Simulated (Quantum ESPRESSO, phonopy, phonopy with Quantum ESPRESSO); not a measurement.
# BP (F-43m): phonons against volume, part 8 of 8

Wanted: mode Grüneisen parameters of BP and a free-energy fit over volumes.

What experiment has found for this phase:
- volume expansion coefficient 9.6 1e-6/K near room temperature (given in “Thermal expansion coefficients of high thermal conducting BAs and BP materials (three times its linear coefficient)”, 2019, arxiv:1906.04101)

Quantum ESPRESSO 7.5; DFT LDA, scalar-relativistic, plane waves, GBRV ultrasoft pseudopotentials.

So far. Step 24 (Phonons, V/V0 0.97): The time given is that of the 2 pw.x runs on displaced cells behind this step. Step 25 (Ground state at this cell, V/V0 1.05): The run ends at a pressure of -7.80 GPa.

## Step 26: Zone-centre response

In a polar crystal the Born charges and ε∞ give the long-range dipole term that a finite supercell misses. They are those of this k-mesh and were not tested on a denser one; where the gap is small they converge slowly, and the LO modes with them.

ph.in

```
phonons
 &inputph
    prefix='x',
    outdir='./tmp',
    fildyn='x.dyn',
    tr2_ph=1.0d-18,
    epsil=.true.,
 /
0.000000000 0.000000000 0.000000000
```

scf.in

```
 &control
    calculation='scf',
    prefix='x',
    outdir='./tmp',
    pseudo_dir='./pseudo',
    tprnfor=.true.,
    tstress=.true.,
 /
 &system
    ibrav=0,
    nat=2,
    ntyp=2,
    ecutwfc=40.0,
    ecutrho=240.0,
    occupations='fixed',
    nbnd=6,
 /
 &electrons
    conv_thr=1.0d-12,
    mixing_beta=0.7,
    electron_maxstep=100,
 /
ATOMIC_SPECIES
 B      10.8100  B.upf
 P      30.9738  P.upf
CELL_PARAMETERS angstrom
     0.000000000    2.283466123    2.283466123
     2.283466123    0.000000000    2.283466123
     2.283466123    2.283466123    0.000000000
ATOMIC_POSITIONS crystal
 B      0.000000000   0.000000000   0.000000000
 P      0.250000000   0.250000000   0.250000000
K_POINTS automatic
 10 10 10 0 0 0
```

Launch:

```console
OMP_NUM_THREADS=1 mpirun -n 4 ph.x -nk 4 -in ph.in > ph.out
```

The program printed:

```text
[banner, memory and clock lines left out]
Program PHONON v.7.5

     ./tmp/x.save/

     IMPORTANT: XC functional enforced from input :
     Exchange-correlation= PZ
                           (   1   1   0   0   0   0   0)
     Any further DFT definition will be discarded
     Please, verify this is what you really want

     G-vector sticks info

     Reading collected, re-writing distributed wavefunctions in ./tmp/

     Number and degeneracy of irreps per q-point
       N         xq(1)         xq(2)         xq(3)   N irreps
[...]
freq (    1) =      -0.259411 [THz] =      -8.653028 [cm-1]
     freq (    2) =      -0.259411 [THz] =      -8.653028 [cm-1]
     freq (    3) =      -0.259411 [THz] =      -8.653028 [cm-1]
     freq (    4) =      23.408973 [THz] =     780.839295 [cm-1]
     freq (    5) =      23.408973 [THz] =     780.839295 [cm-1]
     freq (    6) =      23.408973 [THz] =     780.839295 [cm-1]
 **************************************************************************

     Mode symmetry, T_d (-43m)  point group:

     freq (   1-   3) =         -8.7  [cm-1]   --> T_2  G_15 P_4   I+R
     freq (   4-   6) =        780.8  [cm-1]   --> T_2  G_15 P_4   I+R
```

It took 15 s on 4 MPI ranks of Arm Neoverse V2, shared host.

The Born charges sum to zero within 0.015 e; the rest is removed before use. Acoustic frequencies in this log differ from zero by the error of the sum rule, which ph.x does not impose.

## Step 27: A displaced supercell

One atom (for the harmonic constants) or a pair of atoms (for the cubic ones) is moved by a few hundredths of an ångström; the forces on all atoms give a column of force constants. The threshold is tight because the forces are small.

System of this step: BP. Symmetry: Cm, No. 8, monoclinic system. Conventional cell: a = 11.187 Å, b = 6.459 Å, c = 6.459 Å, α = 90.00°, β = 125.26°, γ = 90.00°. Nearest to B lie 4 P at 1.96 to 1.99 Å. Nearest to B lie 4 P at 1.98 Å. Nearest to B lie 4 P at 1.98 Å. Farther neighbours are not listed.

disp-00001.in

```
 &control
    calculation='scf',
    prefix='x',
    outdir='./tmp',
    pseudo_dir='./pseudo',
    tprnfor=.true.,
    disk_io='none',
 /
 &system
    ibrav=0,
    nat=16,
    ntyp=2,
    ecutwfc=40.0,
    ecutrho=240.0,
    occupations='fixed',
    nbnd=34,
 /
 &electrons
    conv_thr=1.0d-11,
    mixing_beta=0.7,
    electron_maxstep=100,
 /
ATOMIC_SPECIES
 B      10.8100  B.upf
 P      30.9738  P.upf
CELL_PARAMETERS angstrom
     0.000000000    4.566932247    4.566932247
     4.566932247    0.000000000    4.566932247
     4.566932247    4.566932247    0.000000000
ATOMIC_POSITIONS crystal
 B      0.003096638   0.000000000   0.000000000
 B      0.500000000   0.000000000   0.000000000
 B      0.000000000   0.500000000   0.000000000
 B      0.500000000   0.500000000   0.000000000
 B      0.000000000   0.000000000   0.500000000
 B      0.500000000   0.000000000   0.500000000
 B      0.000000000   0.500000000   0.500000000
 B      0.500000000   0.500000000   0.500000000
 P      0.125000000   0.125000000   0.125000000
 P      0.625000000   0.125000000   0.125000000
 P      0.125000000   0.625000000   0.125000000
 P      0.625000000   0.625000000   0.125000000
 P      0.125000000   0.125000000   0.625000000
 P      0.625000000   0.125000000   0.625000000
 P      0.125000000   0.625000000   0.625000000
 P      0.625000000   0.625000000   0.625000000
K_POINTS automatic
 4 4 4 0 0 0
```

Launch:

```console
OMP_NUM_THREADS=1 mpirun -n 2 pw.x -nk 2 -in disp-00001.in > disp-00001.out
```

The program printed:

```text
[banner, memory and clock lines left out]
Program PWSCF v.7.5

     Message from routine setup:
     using ibrav=0 with symmetry is DISCOURAGED, use correct ibrav instead

     G-vector sticks info

     bravais-lattice index     =            0
     lattice parameter (alat)  =      12.2050  a.u.
     unit-cell volume          =    1285.5835 (a.u.)^3
     number of atoms/cell      =           16
     number of atomic types    =            2
     number of electrons       =        64.00
[...]
atom    1 type  1   force =    -0.00037310   -0.01011229   -0.01011229
     atom    2 type  1   force =     0.00000291    0.00073820    0.00073820
     atom    3 type  1   force =     0.00037791   -0.00066256    0.00035961
[...]
atom   15 type  2   force =    -0.00018120   -0.00003576   -0.00003576
     atom   16 type  2   force =     0.00018042   -0.00003468   -0.00003468

     Total force =     0.016892     Total SCF correction =     0.000000
     Message from routine punch:
     Nothing written, as per user request (disk_io='none')
[key lines of the parts left out:]
!    total energy              =    -176.06506599 Ry
convergence has been achieved in  15 iterations
```

Elapsed: 1.7 min, on 2 MPI ranks; 3.5 min of CPU time.

## Step 28: Phonons, V/V0 1.05

This step: DFT LDA, scalar-relativistic, plane waves, GBRV ultrasoft pseudopotentials (phonopy with Quantum ESPRESSO 4.10.0 / 7.5).

Elapsed: 2 min, on 4 threads; 7.4 min of CPU time.

Phonopy, LO-TO term from ph.x's tensors. The phonon branches at the labelled points (cm⁻¹):

```tsv
point	branch 1	branch 2	branch 3	branch 4	branch 5	branch 6
Γ	0	0	0	781	781	785
halfway	200	200	341	740	740	787
X	312	312	512	678	678	764
halfway	307	340	501	680	683	758
U	290	392	473	684	696	747
jump to K	290	392	473	684	696	747
halfway	176	242	351	748	754	763
Γ	0	0	0	781	781	785
halfway	152	152	320	761	761	772
L	224	224	491	735	737	737
halfway	263	333	475	704	723	739
W	341	381	461	684	702	734
halfway	327	342	492	681	687	752
X	312	312	512	678	678	764
```

The phonon branches as a text plot (rows in cm⁻¹):

```
    772 |****************       ***************               ***
    739 |     **         ********            *****************
    706 |       ***      *****                       ********
    673 |          ********                             *********
    640 |
    607 |
    575 |
    542 |
    509 |          ******                                     ***
    476 |         *      **                     **************
    443 |                  ***                 *
    410 |       **         *  **
    378 |                ** **               **        ******
    345 |     **       **       *                     *  ******
    312 |          ******     **            *        *  *    ****
    279 |    *    *      ***     **                   **
    246 |       **          **  *          *      ****
    213 |     **              **               *****
    181 |  **                   *****    **  **
    148 |    *                   **         *
    115 |  **                      ***     *
     82 | *                        **   ***
     49 | *                          *  *
     16 |*                            **
         Γ           X  U|K            Γ         L        W     X
```

No mode is imaginary beyond numerical noise along the path. The highest zone-centre mode (no LO–TO term) moved by -4.8 % for a volume change of +5.0 %.

The time given is that of the 2 pw.x runs on displaced cells behind this step.

## Step 29: Mode Grüneisen parameters

This step: DFT LDA, scalar-relativistic, plane waves, GBRV ultrasoft pseudopotentials (phonopy 4.10.0).

Numbers from this step:

```
share of modes with a negative Grüneisen parameter : 0.157
```

Mean Grüneisen, by row:

```tsv
T (K)	heat-capacity-weighted mean	root mean square
50	0.075	0.307
100	0.138	0.391
200	0.404	0.66
300	0.575	0.799
500	0.696	0.887
800	0.742	0.918
```

Mean mode Grueneisen parameter against wavenumber:

```tsv
wavenumber (cm⁻¹)	mean mode Grueneisen parameter
14	-
42	0.132
69	0.114
97	0.162
125	0.103
152	0.13
180	0.026
208	-0.011
235	-0.00537
263	0.0666
291	0.0429
318	0.234
346	0.32
374	0.377
402	0.637
429	0.949
457	0.94
485	0.931
512	0.944
540	0.927
568	-
595	-
623	-
651	-
678	-
706	-
734	1.32
762	1.22
789	1.17
817	1.07
```

Volume series, by row:

```tsv
V/V0	V (Å³/atom)	pressure (GPa)	E - E0 (meV/atom)	gap (eV)	zero-point energy (meV/atom)	lowest on the path (cm⁻¹)	highest at Gamma without the LO-TO term (cm⁻¹)
0.97	11	5.638	5.941	1.115	105.7	0	846.4
0.985	11.17	2.713	1.46	1.133	104.1	0	833.5
1	11.34	-0.01	0	1.151	102.6	0	820.9
1.015	11.51	-2.546	1.335	1.168	101.1	0	808.6
1.03	11.68	-4.906	5.266	1.185	99.63	0	796.7
1.05	11.91	-7.802	14.23	1.207	97.73	0	781.2
```

Table of optical frequency at Gamma without the LO-TO term, mode 4 by V/V0:

```tsv
V/V0	optical frequency at Gamma without the LO-TO term, mode 4 (cm⁻¹)
0.9700	846
0.9850	833
1.0000	821
1.0150	809
1.0300	797
1.0500	781
```

Grüneisen at points, by row:

```tsv
point	branch	frequency (cm⁻¹)	mode Grüneisen parameter
Γ	4	820.9	1.01
Γ	6	827.8	1.09
X	1	310.5	-0.19
X	3	536.1	0.93
X	4	729	1.45
X	6	803.4	1.04
U	1	287.5	-0.21
U	2	396.1	0.19
U	3	495.5	0.95
U	4	729.9	1.3
U	5	744.9	1.37
U	6	791.1	1.18
K	1	287.5	-0.21
K	2	396.1	0.19
K	3	495.5	0.95
K	4	729.9	1.3
K	5	744.9	1.37
K	6	791.1	1.18
L	1	222.2	-0.25
L	3	517.2	1.02
L	4	774.5	1.1
L	5	782.3	1.2
W	1	343.5	0.09
W	2	383.6	0.08
W	3	483.6	0.97
W	4	734.9	1.45
W	5	742.1	1.12
W	6	782.3	1.3
```

## Step 30: Free-energy fit

Numbers from this step:

| Item | Value |
| --- | --- |
| volume expansion coefficient at 300 K | 7.34 1e-6/K |
| isothermal bulk modulus at 300 K | 170.7 GPa |
| C_P at 300 K | 14.60 J/mol-atom/K |
| Grüneisen parameter at 300 K | 0.592 |

The energy (each curve on its own zero) by volume; values in meV/atom:

```tsv
volume (Å³/atom)	static	F at 0 K	F at 300 K	F at 900 K
10.999	5.94	9.79	10.1	13.6
11.169	1.46	3.76	3.97	6.11
11.339	0	0.78	0.87	1.67
11.510	1.33	0.63	0.59	0.02
11.680	5.27	3.1	2.92	0.96
11.906	14.2	10.2	9.78	5.92
```

Phonopy-qha, vinet fit of F(V) at each temperature; no electronic free energy. Qha vinet, by row:

```tsv
T (K)	fitted volume (Å³/atom)	alpha_V (1e-6/K)	B_T (GPa)	C_P (J/mol-atom/K)	Grueneisen
100	11.43	0.5	171.8	3.364	0.1731
150	11.43	1.66	171.7	6.55	0.2992
200	11.44	3.46	171.4	9.574	0.4266
250	11.44	5.47	171.1	12.3	0.5242
300	11.44	7.34	170.7	14.6	0.5921
350	11.45	8.94	170.2	16.46	0.6386
400	11.45	10.26	169.7	17.94	0.6712
450	11.46	11.33	169.2	19.12	0.6946
500	11.47	12.21	168.6	20.05	0.7121
550	11.47	12.93	168	20.81	0.7254
600	11.48	13.53	167.4	21.42	0.7358
650	11.49	14.04	166.8	21.92	0.7442
700	11.5	14.47	166.2	22.34	0.7511
750	11.5	14.84	165.6	22.69	0.7568
800	11.51	15.16	165	22.99	0.7617
850	11.52	15.45	164.4	23.24	0.7659
```

Volume expansion coefficient, phonopy-qha, Vinet against temperature:

```tsv
temperature (K)	volume expansion coefficient, phonopy-qha, Vinet (1e-6/K)
75	0.2
100	0.5
125	0.98
150	1.66
175	2.51
225	4.47
250	5.47
275	6.43
300	7.34
325	8.18
350	8.94
375	9.63
400	10.3
425	10.8
450	11.3
500	12.2
525	12.6
550	12.9
575	13.2
600	13.5
625	13.8
650	14.0
675	14.3
700	14.5
725	14.7
775	15.0
800	15.2
825	15.3
850	15.4
875	15.6
```

The fit gives a volume expansion of 7.34 × 10⁻⁶/K at 300 K.

## Step 31: Summary of results

```json
{
 "volume expansion coefficient at 300 K": "7.34 1e-6/K",
 "isothermal bulk modulus at 300 K": "170.7 GPa",
 "C_P at 300 K": "14.60 J/mol-atom/K",
 "Grüneisen parameter at 300 K": "0.592",
 "mean mode Grüneisen parameter at 300 K": "0.575"
}
```

**Reading.** Near room temperature BP expands by 7.34 × 10⁻⁶/K in volume by LDA, with C_P = 14.6 J/(mol K) per mole of atoms and B_T = 171 GPa. The q-mesh is coarse, and the expansion can converge slowly with it. C_P at room temperature is 59 % of the classical 3R an atom, so the stiffest modes are still partly frozen out. A measured volume expansion coefficient near room temperature is 9.6 1e-6/K (arxiv:1906.04101); the calculated 7.34 1e-6/K differs by -24 %. The heat-capacity-weighted Grüneisen parameter goes from 0.075 at 50 K to 0.742 at 800 K; 16 % of the modes stiffen on expansion. Weighting γ by the density of states and each mode's heat capacity at 300 K, modes below 280 cm⁻¹ give about 2 % of the sum of γC that drives the expansion, those up to 560 cm⁻¹ 35 % and the rest 63 %. Among the labelled points γ is largest for branch 4 at X (729 cm⁻¹, 1.4) and most negative for branch 1 at L (222 cm⁻¹, -0.25). The supercell is small: only its own wavevectors are exact, and branches between them are interpolated and can be misplaced.

[Logs are printed without paths, hosts, clocks, repeated set-up lines and the standing remarks that a program may print on its own settings, such as how far it seeks lower states.]

[Hosts, paths, dates, database ids (printed as entryN), source tags and the programs' standing remarks are cut or masked in the printed files.]

[A step with changed settings may run another functional than the one named; its input shows which.]

[Of the runs on displaced cells, only some may be shown.]
